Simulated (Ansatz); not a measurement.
# YCrB4 (Pbam): G0W0 under other settings

A base run on YCrB4 (Pbam), then changed inputs.

Program: Ansatz 0.2.0. Level of theory: G0W0 on LDA, plane waves, PAW. Results are calculated unless marked as measured.

## 1. The starting structure

It takes space group Pbam (No. 55, orthorhombic). Conventional cell: a = 5.972 Å, b = 11.460 Å, c = 3.461 Å, α = 90.00°, β = 90.00°, γ = 90.00°. Nearest to Y lie 14 B at 2.62 to 2.76 Å. Nearest to Cr lie 10 B at 2.25 to 2.33 Å and 1 Cr at 2.30 Å. Nearest to B lie 3 B at 1.80 to 1.86 Å and 2 Cr at 2.31 Å and 4 Y at 2.72 to 2.74 Å. B has 3 B at 1.74 to 1.86 Å and 2 Cr at 2.33 Å and 4 Y at 2.66 to 2.76 Å nearest. Nearest to B lie 3 B at 1.71 to 1.74 Å and 4 Cr at 2.25 Å and 2 Y at 2.62 Å. Nearest to B lie 3 B at 1.74 to 1.82 Å and 2 Cr at 2.31 Å and 4 Y at 2.70 to 2.72 Å. Farther neighbours are not listed.

As a file:

```xyz
24
Lattice="5.9720 0.0000 0.0000 0.0000 11.4600 0.0000 0.0000 0.0000 3.4610" Properties=species:S:1:pos:R:3 pbc="T T T"
Y     0.7412    1.7232    0.0000
Y     5.2308    9.7368    0.0000
Y     3.7272    4.0068    0.0000
Y     2.2448    7.4532    0.0000
Cr    0.7174    4.8336    0.0000
Cr    5.2546    6.6264    0.0000
Cr    3.7034    0.8964    0.0000
Cr    2.2686   10.5636    0.0000
B     1.6655    3.6290    1.7305
B     4.3065    7.8310    1.7305
B     4.6515    2.1010    1.7305
B     1.3205    9.3590    1.7305
B     2.8403    2.1914    1.7305
B     3.1317    9.2686    1.7305
B     5.8263    3.5386    1.7305
B     0.1457    7.9214    1.7305
B     2.3153    0.5334    1.7305
B     3.6567   10.9266    1.7305
B     5.3013    5.1966    1.7305
B     0.6707    6.2634    1.7305
B     2.1568    5.3571    1.7305
B     3.8152    6.1029    1.7305
B     5.1428    0.3729    1.7305
B     0.8292   11.0871    1.7305
```

Geometry: measured cell, ions relaxed with LDA. The runs that relaxed it are not among those shown. The default PAW set here is soft_2. Its files were made with PBE.

## 2. The base run: 2×2×4 mesh, 459 empty bands, screening to 90 eV

G0W0 replaces the xc potential by the self-energy, built once from these orbitals. Only a window of levels is corrected, while the sums run over the empty bands that the input names.

Input file input.yaml:

```yaml
crystal:
  lattice:
    - [5.972, 0.0, 0.0]
    - [0.0, 11.46, 0.0]
    - [0.0, 0.0, 3.461]
  atoms:
    - { symbol: "Y", position: [0.1241200588, 0.1503666468, 0.0] }
    - { symbol: "Y", position: [0.8758799412, 0.8496333532, 0.0] }
    - { symbol: "Y", position: [0.6241200588, 0.3496333532, 0.0] }
    - { symbol: "Y", position: [0.3758799412, 0.6503666468, 0.0] }
    - { symbol: Cr, position: [0.1201299695, 0.421778839, 0.0] }
    - { symbol: Cr, position: [0.8798700305, 0.578221161, 0.0] }
    - { symbol: Cr, position: [0.6201299695, 0.078221161, 0.0] }
    - { symbol: Cr, position: [0.3798700305, 0.921778839, 0.0] }
    - { symbol: B, position: [0.2788786994, 0.3166664433, 0.5] }
    - { symbol: B, position: [0.7211213006, 0.6833335567, 0.5] }
    - { symbol: B, position: [0.7788786994, 0.1833335567, 0.5] }
    - { symbol: B, position: [0.2211213006, 0.8166664433, 0.5] }
    - { symbol: B, position: [0.4755978637, 0.1912257198, 0.5] }
    - { symbol: B, position: [0.5244021363, 0.8087742802, 0.5] }
    - { symbol: B, position: [0.9755978637, 0.3087742802, 0.5] }
    - { symbol: B, position: [0.0244021363, 0.6912257198, 0.5] }
    - { symbol: B, position: [0.3876900752, 0.0465439877, 0.5] }
    - { symbol: B, position: [0.6123099248, 0.9534560123, 0.5] }
    - { symbol: B, position: [0.8876900752, 0.4534560123, 0.5] }
    - { symbol: B, position: [0.1123099248, 0.5465439877, 0.5] }
    - { symbol: B, position: [0.3611603252, 0.4674623972, 0.5] }
    - { symbol: B, position: [0.6388396748, 0.5325376028, 0.5] }
    - { symbol: B, position: [0.8611603252, 0.0325376028, 0.5] }
    - { symbol: B, position: [0.1388396748, 0.9674623972, 0.5] }
kpoints:
  mp_grid: { grid: [2, 2, 4] }
hamiltonian:
  xc: lda
scf:
  occupations: { method: fixed }
gw:
  n_empty_bands: 459
  ecut_chi: 90
  qp_bands: [v4, c4]
  qp_kpoints: band_edges
  screening: { model: contour_deformation }
```

On the command line:

```console
ansatz run input.yaml --threads 2 --pin off --max-ram 92160MiB --backend cuda --events-out ev --progress --plain --runs-dir out --devices 1 --max-vram 13GiB
```

Numbers of over 12 decimals in the logs are rounded to 6 here.

Log:

```text
GPUs: using 1 of 1 available (devices: 1).
Engine: ansatz 0.2.0, x86_64-unknown-linux-gnu
Pseudopotentials: kind: paw
Pseudopotential: Y, paw, valence charge 11, recommended cutoff 420 eV (normal), Y.paw.azcp
Pseudopotential: Cr, paw, valence charge 14, recommended cutoff 420 eV (normal), Cr.paw.azcp
Pseudopotential: B, paw, valence charge 3, recommended cutoff 420 eV (normal), B.paw.azcp
Functional definition: SPW92
  exchange = slater_x
  correlation = pw_c
device memory: the entry about to start is reckoned to put 3.2 GiB on a device that reports 40.6 GiB free (of which the cap on the GPU budget leaves the run 13.0 GiB)
GPU FFT provider: cuFFT
GPU libraries: cuBLAS 13.8.2, cuFFT 12.4.0, cuSOLVER 12.3.4
Crystal: 24 atoms, lattice volume = 236.868 Å³
Basis set: ecut = 420 eV, 4603 PW (Γ)
Bands: 98, of which v1, the nominal top of the filled ones, is band 74 counted from 1 (73 counted from 0)
Symmetry: 8 space group operations
Space group: Pbam (ITA 55), of the structure as read, at distance tolerance 6.2e-5 Å
k-points: 12 of 16
Non-local potential: Y, projectors of the file, l = 0: 3, l = 1: 2, l = 2: 2, l = 3: 1
Non-local potential: Cr, projectors of the file, l = 0: 3, l = 1: 2, l = 2: 3, l = 3: 1
Non-local potential: B, projectors of the file, l = 0: 2, l = 1: 2, l = 2: 1
PAW form: soft (Blöchl's): semilocal exchange-correlation on the pseudo side does not see the compensation charge
PAW frozen core: Y, regenerated for the run's functional, and the local potential with it (the file was generated under x = pbe(κ = 0.804, μ = 0.219515), c = pbe(β = 0.066725))
PAW frozen core: Cr, regenerated for the run's functional, and the local potential with it (the file was generated under x = pbe(κ = 0.804, μ = 0.219515), c = pbe(β = 0.066725))
PAW frozen core: B, regenerated for the run's functional, and the local potential with it (the file was generated under x = pbe(κ = 0.804, μ = 0.219515), c = pbe(β = 0.066725))
PAW one-centre angular grid: Y, 590 points (default); XC on 64 Gauss nodes
PAW one-centre angular grid: Cr, 590 points (default); XC on 64 Gauss nodes
PAW one-centre angular grid: B, 110 points (default); XC on 64 Gauss nodes
Initial density: superposition of atomic densities (neutral atoms: chi_scale 0, normalization atom), corrected by the library's trained network
Initial wavefunctions: pseudopotential atomic-orbital guess
GPU buffer pool allocated for 76800 grid points (all kernels)
GPU transforms: local potential and band sums: pruned to the plane-wave sphere, on 40×80×24
Functional: x = slater, c = lda
SCF iter   1: F=—  HF=-30687.655765 eV  |F-HF|=—  |Δ(HF+E_count)|=         —  Δρ=9.68e-3  dr2=2.00e-1  ethr=1.77e-3  ⟨swp⟩=3.5  Hψ=3703  notcnv=0  defer=224
[...]
NSCF: frozen V_eff on 1 k-points
SCF converged after 8 iterations
Free energy (F): -30687.602030 eV
Harris-Foulkes:  -30687.602030 eV  (|F-HF|=2.83e-8)
Internal energy: -30687.602030 eV  (E = F + TS)
E sigma→0 (E₀):  -30687.602030 eV
Fermi energy:    13.374563 eV
--- Per-component energies (eV) ---
  E_band       = -820.943728
  E_kinetic    = 3397.274381
  E_local      = -9476.823887  (includes V_loc(G=0)·N_el)
  E_nonlocal   = 732.806144
  E_hartree    = 3948.101688
  E_xc         = -1769.993567
  E_vxc        = -2136.648518  (∫ρ·V_xc dr)
  E_paw        = -16620.396469  (= ΣΔE_a)
  E_vpaw       = -1233.774873  (= ΣTr[D̂ρ^β])
  E_aug_tail   = 0.001371  (compensation charges beyond the density's cutoff)
  E_ewald      = -10902.083882
  E_core_change = 3.512191  (= ΣΔE_core)
  E_smearing   = -0.000000  (= −TS)
  E_closure    = 0.000000  (closes the sum)
  Σ components = -30687.602030   (vs F -30687.602030, Δ=0.00e0)
--- Band table (eV; the first three rows and the last of 12) ---
  k-point 0: bands = [... 70 lower, 12.4055, 12.9703, 13.1771, 13.1951, 14.3467, 14.3716, 14.6564, 14.7348, ... 20 higher]
  k-point 1: bands = [... 70 lower, 12.4069, 13.0011, 13.0730, 13.1665, 13.6652, 14.1549, 14.2902, 14.5122, ... 20 higher]
  k-point 2: bands = [... 70 lower, 12.6670, 12.9140, 12.9808, 13.0099, 13.6866, 13.7089, 13.7298, 13.8277, ... 20 higher]
  k-point 11: bands = [... 70 lower, 12.0509, 12.0509, 13.0072, 13.0072, 13.7400, 13.7400, 14.6287, 14.6287, ... 20 higher]
--- G₀W₀: contour deformation, 8 samples at zero and on the imaginary axis and 1 off it, 16 q-points, 459 empty bands' worth ---
  eigenvalues of the whole cell's RPA ε∞ on this k-mesh (on a slab, of 1 + 4πα/V) = 40.6269, 41.8856, 47.0184; static W/v taken at q = 0 is 0.022416
  bands read: the sum over 533 bands ends inside a degenerate multiplet in 9 slots, whose members it reads at an even weight; the widest, k=3: bands 533 to 534 (counted from 1) at 1/2 each
  gw.qp_kpoints: band_edges: 12 of 12 stored k-points solved, in 1 pass; an edge of the gap read off the rows below is read off those points alone
    ik  band        ε_KS         Σx   Σc(E_QP)       V_xc       Z   E_QP_lin       E_QP  E_QP is
     0    71     12.4055   -19.9035     1.3919   -19.1969  0.7037    13.1142    13.0909  root
     0    72     12.9703   -19.8539     0.7061   -19.9171  0.6801    13.7174    13.7395  root
     0    73     13.1771   -18.2701     0.6368   -18.2684  0.7129    13.8027    13.8122  root
     0    74     13.1951   -21.5189     0.6151   -21.7269  0.6745    14.0089    14.0182  root
     0    75     14.3467   -15.9405    -3.5899   -20.3637  0.6997    15.1972    15.1800  root
     0    76     14.3716   -18.1789    -4.3806   -23.5714  0.6592    15.3834    15.3835  root
     0    77     14.6564   -18.2191    -3.7531   -22.9615  0.6817    15.6550    15.6457  root
     0    78     14.7348   -12.6033    -4.6833   -18.0445  0.7198    15.5033    15.4927  root
[...]
11    75     13.7400   -21.0115    -3.9552   -26.1439  0.6342    14.9112    14.9171  root
    11    76     13.7400   -21.0115    -3.9552   -26.1439  0.6342    14.9112    14.9171  root
    11    77     14.6287   -17.8450    -5.5646   -24.4767  0.6340    15.6631    15.6956  root
    11    78     14.6287   -17.8450    -5.5646   -24.4767  0.6340    15.6631    15.6956  root
```

Run time: 64 s. Hardware: 1 × NVIDIA H100 80GB HBM3 (shared by 6 runs) with 2 threads of AMD EPYC 7R13 (Zen 3), shared host; peak memory 2.2 GiB; 91 s of CPU time.

In the SCF lines HF is the Harris–Foulkes energy and dr2 the Hartree energy of the density residual, in eV; the loop may stop once dr2 is under the threshold and the program's other checks hold. Hψ counts applications of the Hamiltonian.

This step gave:

| Item | Value |
| --- | --- |
| bands summed | 533 |
| RPA ε∞ on this mesh (eigenvalues) | 40.63, 41.89, 47.02 |
| plane waves in the screening matrix | 457 |
| q-points in the mesh | 16 |
| G0W0 gap on the mesh | 0.3214 eV |
| k of the valence top | -0.5, -0.5, 0 |
| k of the conduction bottom | 0, 0, 0.25 |
| starting gap on the mesh | 0.2907 eV |
| Z at the valence top | 0.6724 |
| Z at the conduction bottom | 0.6848 |
| least direct G0W0 gap on the computed points | 0.4237 eV |

The gap on the mesh goes from 0.29 eV to 0.32 eV, a correction of +0.03 eV. Between the two edge states, bare exchange in place of the xc potential would open the gap by 4.04 eV, and correlation takes back 4.01 eV.

## 3. Variant: wider window of levels

input.yaml, as its differences from that of step 2:

```diff
@@ -37,6 +37,6 @@
 gw:
-  n_empty_bands: 459
-  ecut_chi: 90
-  qp_bands: [v4, c4]
-  qp_kpoints: band_edges
+  n_empty_bands: 537
+  ecut_chi: 100
+  qp_bands: [v6, c4]
+  qp_kpoints: [[0, 0, 0]]
   screening: { model: contour_deformation }
```

Log:

```text
GPUs: using 1 of 1 available (devices: 1).
[...]
GPU FFT provider: cuFFT
GPU libraries: cuBLAS 13.8.2, cuFFT 12.4.0, cuSOLVER 12.3.4
Crystal: 24 atoms, lattice volume = 236.868 Å³
Basis set: ecut = 420 eV, 4603 PW (Γ)
Bands: 98, of which v1, the nominal top of the filled ones, is band 74 counted from 1 (73 counted from 0)
Symmetry: 8 space group operations
[...]
k-points: 12 of 16
[...]
GPU buffer pool allocated for 76800 grid points (all kernels)
[...]
SCF iter   1: F=—  HF=-30687.655765 eV  |F-HF|=—  |Δ(HF+E_count)|=         —  Δρ=9.68e-3  dr2=2.00e-1  ethr=1.77e-3  ⟨swp⟩=3.5  Hψ=3703  notcnv=0  defer=224
[...]
SCF iter   8: F=-30687.602030 eV  HF=-30687.602030 eV  |F-HF|=2.83e-8  |Δ(HF+E_count)|=   5.44e-8  Δρ=3.45e-6  dr2=3.28e-8  ethr=6.76e-11  ⟨swp⟩=10.7  Hψ=4888  notcnv=0
SCF 1 converged in 8 iterations: F = -30687.602030 eV  dr2 = 3.28e-8
[...]
NSCF: frozen V_eff on 12 k-points
[...]
G₀W₀ screening: q 1/12
[... further progress lines ...]
[...]
SCF converged after 8 iterations
Free energy (F): -30687.602030 eV
[...]
Internal energy: -30687.602030 eV  (E = F + TS)
E sigma→0 (E₀):  -30687.602030 eV
Fermi energy:    13.374563 eV
[...]
--- Band table (eV; the first three rows and the last of 12) ---
  k-point 0: bands = [... 70 lower, 12.4055, 12.9703, 13.1771, 13.1951, 14.3467, 14.3716, 14.6564, 14.7348, ... 20 higher]
  k-point 1: bands = [... 70 lower, 12.4069, 13.0011, 13.0730, 13.1665, 13.6652, 14.1549, 14.2902, 14.5122, ... 20 higher]
  k-point 2: bands = [... 70 lower, 12.6670, 12.9140, 12.9808, 13.0099, 13.6866, 13.7089, 13.7298, 13.8277, ... 20 higher]
  k-point 11: bands = [... 70 lower, 12.0509, 12.0509, 13.0072, 13.0072, 13.7400, 13.7400, 14.6287, 14.6287, ... 20 higher]
[...]
0    69     12.0178   -18.8671     0.7984   -18.6499  0.7001    12.5883    12.5990  root
     0    70     12.3174   -17.6053     0.5895   -17.5655  0.7164    12.8699    12.8671  root
     0    71     12.4055   -19.9035     1.3415   -19.1969  0.6995    13.0617    13.0405  root
     0    72     12.9703   -19.8539     0.6562   -19.9171  0.6787    13.6695    13.6897  root
     0    73     13.1771   -18.2701     0.5813   -18.2684  0.7120    13.7485    13.7567  root
     0    74     13.1951   -21.5189     0.5635   -21.7269  0.6726    13.9568    13.9665  root
     0    75     14.3467   -15.9405    -3.6433   -20.3637  0.6986    15.1427    15.1266  root
     0    76     14.3716   -18.1789    -4.4410   -23.5714  0.6575    15.3241    15.3231  root
     0    77     14.6564   -18.2191    -3.8110   -22.9615  0.6802    15.5960    15.5879  root
     0    78     14.7348   -12.6033    -4.7407   -18.0445  0.7188    15.4451    15.4353  root
```

It took 45 s on 1 × NVIDIA H100 80GB HBM3 (shared by 6 runs) with 2 threads; peak memory 2 GiB.

Absolute levels on the run's own zero. QP, by row:

| k index | band | KS (eV) | Sigma_x (eV) | Sigma_c (eV) | Vxc (eV) | Z | QP linearised (eV) | QP (eV) | source | doubts |
| --- | --- | --- | --- | --- | --- | --- | --- | --- | --- | --- |
| 0 | 69 | 12.02 | -18.87 | 0.7984 | -18.65 | 0.7001 | 12.59 | 12.6 | root |  |
| 0 | 70 | 12.32 | -17.61 | 0.5895 | -17.57 | 0.7164 | 12.87 | 12.87 | root |  |
| 0 | 71 | 12.41 | -19.9 | 1.341 | -19.2 | 0.6995 | 13.06 | 13.04 | root |  |
| 0 | 72 | 12.97 | -19.85 | 0.6562 | -19.92 | 0.6787 | 13.67 | 13.69 | root |  |
| 0 | 73 | 13.18 | -18.27 | 0.5813 | -18.27 | 0.712 | 13.75 | 13.76 | root |  |
| 0 | 74 | 13.2 | -21.52 | 0.5635 | -21.73 | 0.6726 | 13.96 | 13.97 | root |  |
| 0 | 75 | 14.35 | -15.94 | -3.643 | -20.36 | 0.6986 | 15.14 | 15.13 | root |  |
| 0 | 76 | 14.37 | -18.18 | -4.441 | -23.57 | 0.6575 | 15.32 | 15.32 | root |  |
| 0 | 77 | 14.66 | -18.22 | -3.811 | -22.96 | 0.6802 | 15.6 | 15.59 | root |  |
| 0 | 78 | 14.73 | -12.6 | -4.741 | -18.04 | 0.7188 | 15.45 | 15.44 | root |  |

Against the base:

| setting | base | variant |
| --- | --- | --- |
| empty bands | 459 | 537 |
| screening cutoff (eV) | 90 | 100 |
| levels asked | v4 to c4 | v6 to c4 |
| points asked | band edges | [[0, 0, 0]] |

[end of part 1 of 2]

[Paths, hosts, dates, memory and timing lines, banners, echoed tables and standing remarks are left out of the program output.]

[Logs are printed without paths, hosts, clocks, repeated set-up lines and the standing remarks that a program may print on its own settings, such as how far it seeks lower states.]

[Runs of the session that timed out or met a known fault of the program may be left out.]

[Cells called generated may have been cut or substituted from an entry of the Crystallography Open Database or the Materials Project.]

[Hosts, paths, dates, database ids (printed as entryN), source tags and the programs' standing remarks are cut or masked in the printed files.]
